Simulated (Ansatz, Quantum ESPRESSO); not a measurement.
# NaMgF3 (Neighborite): modes at Γ and the response to a field

Which modes does NaMgF3 (Neighborite) have at the zone centre?

Main program and level: Quantum ESPRESSO 7.5; DFT LDA, scalar-relativistic, plane waves, JTH PAW pseudopotentials.

Most raw output is cut from this account.

The database entry behind the starting cell lists a temperature of 1273 K, so it need not match the best structure at ambient conditions.

### 1. Set-up

Symmetry: Pm-3m, No. 221, cubic system. Conventional cell: a = 3.876 Å, b = 3.876 Å, c = 3.876 Å, α = 90.00°, β = 90.00°, γ = 90.00°. Na has 12 F at 2.74 Å nearest. Mg has 6 F at 1.94 Å nearest. Nearest to F lie 2 Mg at 1.94 Å and 4 Na at 2.74 Å. Farther neighbours and most contacts between anions are not listed.

### 2. A first look

A cheap run with smearing and empty bands tells whether the crystal has a gap, which decides between fixed occupations and smearing later on.

Contents of probe.in:

```
 &control
    calculation='scf',
    prefix='x',
    outdir='./tmp',
    pseudo_dir='./pseudo',
    tprnfor=.true.,
    tstress=.true.,
    verbosity='high',
 /
 &system
    ibrav=0,
    nat=5,
    ntyp=3,
    ecutwfc=50.0,
    ecutrho=250.0,
    occupations='smearing',
    smearing='gaussian',
    degauss=0.01,
 /
 &electrons
    conv_thr=1.0d-07,
    mixing_beta=0.7,
    electron_maxstep=100,
 /
ATOMIC_SPECIES
 Na     22.9898  Na.upf
 Mg     24.3050  Mg.upf
 F      18.9984  F.upf
CELL_PARAMETERS angstrom
     3.876000000    0.000000000    0.000000000
     0.000000000    3.876000000    0.000000000
     0.000000000    0.000000000    3.876000000
ATOMIC_POSITIONS crystal
 Na     0.000000000   0.000000000   0.000000000
 Mg     0.500000000   0.500000000   0.500000000
 F      0.500000000   0.500000000   0.000000000
 F      0.000000000   0.500000000   0.500000000
 F      0.500000000   0.000000000   0.500000000
K_POINTS automatic
 6 6 6 0 0 0
```

Run with:

```sh
$ OMP_NUM_THREADS=1 mpirun -n 4 pw.x -nk 4 -in probe.in > probe.out
```

It took 4.5 s on 4 MPI ranks of Arm Neoverse V2, shared host; 18 s of CPU time.

This step gave:

| Quantity | Value |
| --- | --- |
| volume per atom | 11.65 Å³ |
| pressure | -3.289 GPa |
| gap on the k-mesh | 5.876 eV |

A gap of 5.9 eV opens on this mesh, so the crystal is taken as an insulator; the start stands at -3.3 GPa.

### 3. Relaxing the cell and atoms

The harmonic expansion starts where the forces on the atoms vanish, and stress shifts the frequencies, so cell and atoms are relaxed with tight thresholds.

relax.in, as its differences from probe.in of step 2:

```diff
@@ -1,3 +1,3 @@
  &control
-    calculation='scf',
+    calculation='vc-relax',
     prefix='x',
@@ -7,3 +7,5 @@
     tstress=.true.,
-    verbosity='high',
+    forc_conv_thr=2.0d-05,
+    etot_conv_thr=1.0d-07,
+    nstep=40,
  /
@@ -15,10 +17,14 @@
     ecutrho=250.0,
-    occupations='smearing',
-    smearing='gaussian',
-    degauss=0.01,
+    occupations='fixed',
+    nbnd=22,
  /
  &electrons
-    conv_thr=1.0d-07,
+    conv_thr=1.0d-11,
     mixing_beta=0.7,
     electron_maxstep=100,
+ /
+ &ions
+ /
+ &cell
+    press_conv_thr=0.1,
  /
```

Run with:

```sh
$ OMP_NUM_THREADS=1 mpirun -n 4 pw.x -nk 4 -in relax.in > relax.out
```

Wall time 29 s (4 MPI ranks); 1.9 min of CPU time.

The steps of the relaxation:

```csv
step,energy less that of the first step (eV),largest force (eV/Å),pressure (GPa),volume (Å³)
1,0.0000,0.0000,-3.37,58.23
2,-0.0170,0.0000,-2.09,57.24
3,-0.0266,0.0000,0.06,55.76
4,-0.0266,0.0000,0.00,55.80
5,-0.0266,0.0000,0.00,55.80
6,-0.0077,0.0000,0.12,55.80
```

```csv
"conventional cell, symmetrised",before,after,change
a (Å),3.876,3.821,-1.4 %
b (Å),3.876,3.821,-1.4 %
c (Å),3.876,3.821,-1.4 %
volume (Å³/atom),11.65,11.16,-4.2 %
```

Final coordinates:

```cif
data_structure
_symmetry_space_group_name_H-M 'P 1'
_symmetry_Int_Tables_number 1
_cell_length_a 3.8214
_cell_length_b 3.8214
_cell_length_c 3.8214
_cell_angle_alpha 90.000
_cell_angle_beta 90.000
_cell_angle_gamma 90.000
_cell_volume 55.80
loop_
_atom_site_label
_atom_site_type_symbol
_atom_site_fract_x
_atom_site_fract_y
_atom_site_fract_z
_atom_site_occupancy
Na1 Na 0.00000 0.00000 0.00000 1
Mg2 Mg 0.50000 0.50000 0.50000 1
F3 F 0.50000 0.50000 0.00000 1
F4 F 0.00000 0.50000 0.50000 1
F5 F 0.50000 0.00000 0.50000 1
```

The last row of the table of steps is pw.x's closing run on a basis chosen anew for the final cell, so its energy can jump.

Numbers from this step:

| Item | Value |
| --- | --- |
| volume per atom | 11.16 Å³ |
| pressure | 0.1160 GPa |
| gap on the k-mesh | 6.077 eV |

The volume changes by -4.2 % from the cell with which this run began.

### 4. Ground state

The response is built on this ground state, so it is converged far tighter than an energy would need. With a gap, occupations are fixed, which also allows the response to an electric field.

Contents of scf.in:

```
 &control
    calculation='scf',
    prefix='x',
    outdir='./tmp',
    pseudo_dir='./pseudo',
    tprnfor=.true.,
    tstress=.true.,
 /
 &system
    ibrav=0,
    nat=5,
    ntyp=3,
    ecutwfc=50.0,
    ecutrho=250.0,
    occupations='fixed',
    nbnd=22,
 /
 &electrons
    conv_thr=1.0d-12,
    mixing_beta=0.7,
    electron_maxstep=100,
 /
ATOMIC_SPECIES
 Na     22.9898  Na.upf
 Mg     24.3050  Mg.upf
 F      18.9984  F.upf
CELL_PARAMETERS angstrom
     3.821389778    0.000000000    0.000000000
     0.000000000    3.821389778    0.000000000
     0.000000000    0.000000000    3.821389778
ATOMIC_POSITIONS crystal
 Na     0.000000000   0.000000000   0.000000000
 Mg     0.500000000   0.500000000   0.500000000
 F      0.500000000   0.500000000   0.000000000
 F      0.000000000   0.500000000   0.500000000
 F      0.500000000   0.000000000   0.500000000
K_POINTS automatic
 6 6 6 0 0 0
```

Run with:

```sh
$ OMP_NUM_THREADS=1 mpirun -n 4 pw.x -nk 4 -in scf.in > scf.out
```

Elapsed: 6 s, on 4 MPI ranks.

The cell stands at 0.12 GPa, close enough for phonons.

### 5. Zone-centre response

At q = 0 one unit cell holds all displacements; symmetry groups them into irreducible representations that are solved one by one. The response to a field gives ε∞ and the Born charges, which polar modes need.

Contents of ph.in:

```
phonons
 &inputph
    prefix='x',
    outdir='./tmp',
    fildyn='g.dyn',
    tr2_ph=1.0d-18,
    epsil=.true.,
 /
0.000000000 0.000000000 0.000000000
```

Run with:

```sh
$ OMP_NUM_THREADS=1 mpirun -n 4 ph.x -nk 4 -in ph.in > ph.out
```

It took 3.9 min on 4 MPI ranks.

This step gave:

| Property | Result |
| --- | --- |
| miss of the charge sum rule | 0.01679 e |
| largest acoustic frequency at the zone centre before the sum rule | 2.55 cm⁻¹ |
| highest optical zone-centre mode (no LO-TO term) | 613.2 cm⁻¹ |
| lowest optical zone-centre mode | -53.89 cm⁻¹ |
| mean high-frequency dielectric constant | 1.968 |
| largest Born charge in size (third of the trace) | 1.877 e |

Born charge (rows field, columns displacement), before the sum rule (e), principal values of the symmetric part by kind of site:

```csv
atom,atoms with these values,low,middle,high,mean
Na1,1,1.16,1.16,1.16,1.16
Mg2,1,1.88,1.88,1.88,1.88
F3,3,-1.24,-0.89,-0.89,-1.01
```

In full for Mg2:

```
1.88 0.00 0.00
0.00 1.88 0.00
0.00 0.00 1.88
```

High-frequency dielectric tensor:

```
1.97 0.00 0.00
0.00 1.97 0.00
0.00 0.00 1.97
```

The acoustic modes at Γ come out as far as 2.5 cm⁻¹ from zero, where they should vanish, a small numerical error; the Born charges miss their sum rule by 0.017 e, which is good. The lowest optical mode is imaginary, 54i cm⁻¹, an instability at this level and on this k mesh.

### 6. Modes with the sum rule

A rigid shift of the crystal must cost nothing, but grids and finite bases break this; the acoustic sum rule is imposed before the matrix is diagonalised again. With Born charges the intensities follow; a static dielectric tensor has no meaning with imaginary modes.

Contents of dynmat.in:

```
 &input
    fildyn='g.dyn',
    asr='simple',
    fileig='dynmat.eig',
    lperm=.true.,
 /
```

Run with:

```sh
$ dynmat.x -in dynmat.in > dynmat.out
```

It took 0.47 s on 1 thread.

Numbers from this step:

* highest optical zone-centre mode (no LO-TO term): 613.1 cm⁻¹

Unit eigenvectors of the mass-weighted matrix after the sum rule; no LO-TO term. The modes at Γ (shares of kinetic energy by element, %) (negative means imaginary):

```csv
mode,frequency (cm⁻¹),Na %,Mg %,F %
1,-53.9,73,1,26
2,-53.9,73,1,26
3,-53.9,73,1,26
4,0.0,22,23,55
5,0.0,22,23,55
6,0.0,22,23,55
7,122.8,0,0,100
8,122.8,0,0,100
9,122.8,0,0,100
10,285.8,5,42,53
11,285.8,5,42,53
12,285.8,5,42,53
13,613.1,0,34,66
14,613.1,0,34,66
15,613.1,0,34,66
```

Displacements in mode 1 (-53.9 cm⁻¹), the largest set to 1:
```
Na1  0.08 -0.01  1.00
Mg2 -0.01  0.00 -0.10
F3  -0.04  0.00 -0.17
F4  -0.01  0.00 -0.45
F5  -0.04  0.00 -0.45
```

Displacements in mode 15 (613.1 cm⁻¹), the largest set to 1:
```
Na1  0.00  0.00  0.00
Mg2  0.00  0.00 -0.64
F3   0.00  0.00  1.00
F4   0.00  0.00 -0.09
F5   0.00  0.00 -0.09
```

Degenerate modes summed, no LO-TO term; imaginary modes left out. Lines of the infrared spectrum (strongest = 100):

```csv
position (cm⁻¹),lines merged,label,"IR intensity, relative"
123,3,T2u,0.0
286,3,T1u,37
613,3,T1u,100
```

The rule moves no optical mode by more than 0.1 cm⁻¹.

### 7. Sum rules set otherwise (asr crystal)

The rule can be imposed in more than one way; the choices should agree where the raw error is small.

Contents of dynmat.in:

```
 &input
    fildyn='g.dyn',
    asr='crystal',
    fileig='dynmat.eig',
    lperm=.true.,
 /
```

Run with:

```sh
$ dynmat.x -in dynmat.in > dynmat.out
```

Elapsed: 0.48 s, on 1 thread.

This step gave:

```
highest optical zone-centre mode (no LO-TO term) : 613.2 cm⁻¹
```

Zone-centre frequencies as printed; negative means imaginary. Modes:

```csv
mode,frequency (cm⁻¹)
1,-53.89
2,-53.89
3,-53.89
4,0
5,0
6,0
7,122.8
8,122.8
9,122.8
10,285.8
11,285.8
12,285.8
13,613.2
14,613.2
15,613.2
```

Against the first rule no mode moves by more than 0.1 cm⁻¹.

### 8. Sum rules set otherwise: a sum rule for molecules or wires on a crystal

This rule also removes rotations, which suits molecules and not a crystal; it is tried to see the harm.

Contents of dynmat.in:

```
 &input
    fildyn='g.dyn',
    asr='zero-dim',
    fileig='dynmat.eig',
    lperm=.true.,
 /
```

Run with:

```sh
$ dynmat.x -in dynmat.in > dynmat.out
```

It took 0.47 s on 1 thread.

The program raised no error, yet the settings are not those of a careful run.

The fault: a sum rule for molecules or wires on a crystal; 3 optical modes are projected out to zero frequency, as if they were rotations.

For a crystal the rule has to be 'simple' or 'crystal'.

Zone-centre frequencies as printed; negative means imaginary. Modes:

```csv
mode,frequency (cm⁻¹)
1,-53.89
2,0
3,0
4,0
5,0
6,0
7,0
8,81.3
9,81.3
10,215
11,215
12,285.8
13,609.3
14,609.3
15,613.2
```

### 9. The LO-TO splitting (1 0 0)

A longitudinal polar mode sets up a macroscopic field that stiffens it; the term hangs on the direction from which q goes to zero.

Contents of dynmat.in:

```
 &input
    fildyn='g.dyn',
    asr='simple',
    fileig='dynmat.eig',
    q(1)=1.0,
    q(2)=0.0,
    q(3)=0.0,
 /
```

Run with:

```sh
$ dynmat.x -in dynmat.in > dynmat.out
```

Wall time 0.47 s (1 thread).

This step gave:

- highest mode moved by the LO-TO term: 688.5 cm⁻¹

Zone-centre frequencies as printed; negative means imaginary. Modes:

```csv
mode,frequency (cm⁻¹)
1,-53.89
2,-53.89
3,0
4,0
5,0
6,122.8
7,122.8
8,122.8
9,168.4
10,285.8
11,285.8
12,341.8
13,613.1
14,613.1
15,688.5
```

The field moves 3 modes; the highest of them now lies at 688 cm⁻¹, where the highest that moved away lay at 613.

### 10. The same in Ansatz

The same cell goes through another code, with its own cutoff. The potentials differ. Its k mesh is centred on Γ.

This step: DFT LDA, scalar-relativistic, plane waves, PAW (Ansatz 0.2.0).

Contents of input.yaml:

```yaml
crystal:
  lattice:
    - [3.821389778, 0.0, 0.0]
    - [0.0, 3.821389778, 0.0]
    - [0.0, 0.0, 3.821389778]
  atoms:
    - { symbol: Na, position: [0.0, 0.0, 0.0] }
    - { symbol: Mg, position: [0.5, 0.5, 0.5] }
    - { symbol: F, position: [0.5, 0.5, 0.0] }
    - { symbol: F, position: [0.0, 0.5, 0.5] }
    - { symbol: F, position: [0.5, 0.0, 0.5] }
kpoints:
  mp_grid: { grid: [6, 6, 6] }
hamiltonian:
  xc: lda
scf:
  occupations: { method: fixed }
output:
  eigenvalues: true
phonons:
  method: dfpt
  dielectric: true
  rigid_motions: translations
```

Run with:

```sh
$ ansatz run input.yaml --threads 4 --pin off --max-ram 8192MiB --backend cpu --events-out ev --progress --plain --runs-dir out
```

The job ended after 16 s (4 threads; peak memory 0.63 GiB).

Read from the output:

* gap on the k-mesh: 6.099 eV
* sum-rule residual before enforcement: 3.43e-5 eV/Å²
* miss of the charge sum rule: 2.11e-5 e
* highest optical zone-centre mode (no LO-TO term): 598.0 cm⁻¹
* lowest optical zone-centre mode: -60 cm⁻¹
* mean high-frequency dielectric constant: 1.987
* largest Born charge in size (third of the trace): 1.893 e
* highest mode moved by the LO-TO term: 675.8 cm⁻¹

Transverse modes; imaginary modes left out. Lines of the infrared spectrum (strongest = 100):

```csv
position (cm⁻¹),label,"IR intensity ((D/Å)²/amu), degenerate modes summed, relative"
125,T2u,0.0
287,T1u,39
598,T1u,100
```

### 11. The two compared: QE JTH and Ansatz, PAW

Worked out from the results:

```
root-mean-square difference : 8.29 cm⁻¹
largest difference          : 15.17 cm⁻¹
```

The 12 of 12 modes that differ most. Frequencies side by side:

```csv
q (reciprocal lattice),mode,QE JTH (cm⁻¹),"Ansatz, PAW (cm⁻¹)"
0 0 0,1,-53.89,-60
0 0 0,2,-53.89,-60
0 0 0,3,-53.89,-60
0 0 0,7,122.8,125.2
0 0 0,8,122.8,125.2
0 0 0,9,122.8,125.2
0 0 0,10,285.8,287.2
0 0 0,11,285.8,287.2
0 0 0,12,285.8,287.2
0 0 0,13,613.1,598
0 0 0,14,613.1,598
0 0 0,15,613.1,598
```

The two runs side by side. Further quantities:

```csv
quantity,QE JTH,"Ansatz, PAW"
mean ε∞,1.968,1.987
"largest Born charge in size (e; the first before, the second after the charge sum rule)",1.877,1.893
```

At the zone centre the largest difference (acoustic modes at Γ apart) is 2 % of the highest mode.

### 12. What came out

```
space group after relaxation                                           : Pm-3m
volume per atom                                                        : 11.2 Å³
gap on the k-mesh                                                      : 6.08 eV
highest optical zone-centre mode (no LO-TO term)                       : 613.1 cm⁻¹
lowest optical zone-centre mode                                        : -53.9 cm⁻¹
highest mode moved by the LO-TO term                                   : 688.5 cm⁻¹
mean high-frequency dielectric constant                                : 1.97
largest Born charge in size (third of the trace)                       : 1.88 e
imaginary optical modes at the zone centre (no q mesh in this session) : yes
largest difference from Ansatz, PAW                                    : 15.2 cm⁻¹
```

**Reading.** At the LDA level the optical modes of NaMgF3 (Neighborite) at the zone centre (no LO-TO term) run from 54i to 613 cm⁻¹, so the structure is a saddle point, with 3 modes beyond 10i cm⁻¹ there. Along the directions run, the highest mode that the macroscopic field moves lies at 688 cm⁻¹. Of the 12 optical modes, 9 are infrared active alone and 3 are silent. QE JTH and Ansatz, PAW differ by 8.3 cm⁻¹ in the root mean square and by 15.2 cm⁻¹ at most, 2.5 % of the highest mode compared (acoustic modes at Γ left out); the two use different potentials, and the cell was not relaxed for the second set. These are harmonic frequencies at zero temperature: anharmonic shifts and linewidths and thermal expansion are left out.

[Host names and launcher messages were left out of these logs when they were recorded.]

[Logs are printed without paths, hosts, clocks, repeated set-up lines and the standing remarks that a program may print on its own settings, such as how far it seeks lower states.]

[Hosts, paths, dates, database ids (printed as entryN), source tags and the programs' standing remarks are cut or masked in the printed files.]
